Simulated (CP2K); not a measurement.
Two runs for the N K edge of 2-mercaptothiazole. Run A: CP2K XAS_TDP, all-electron GAPW, PBEh(45%), aug-cc-pVDZ, TDA, no relativity. Run B differs in one setting.

First lines with a strength over 0.0015. A:

```csv
atom,energy (eV),states,"strength, one atom"
N3 (bonded to 2 C),395.54,1,0.0452
,398.19,1,0.0069
,398.64,1,0.0098
,400.26,1,0.0023
,401.15,1,0.0044
```

B:

```csv
atom,energy (eV),states,"strength, one atom"
N3 (bonded to 2 C),400.36,1,0.0543
,404.09,1,0.0046
,404.64,1,0.0164
,406.43,1,0.0049
,406.99,2,0.0055
```

Question: Which was it: GW2X switched on, the functional, the basis, scalar relativity switched on?

The functional (functional from PBEh(45%) to PBEh(60%); the lines alone don't name the new value). A functional moves all lines by electronvolts and changes their spacings and strengths. Against PBEh(45%) in aug-cc-pVDZ, the leading line moves by +4.82 eV, to 400.36 eV; the strength of N3's goes from 0.0452 to 0.0543. The next line of N3 over the strength cut lies 3.73 eV higher, against 2.65.

[Banner, clock and machine lines of the logs are left out without a mark of their own.]

[Logs are printed without paths, hosts, clocks, repeated set-up lines and the standing remarks that a program may print on its own settings, such as how far it seeks lower states.]

[Hosts, paths, dates, database ids (printed as entryN), source tags and the programs' standing remarks are cut or masked in the printed files.]
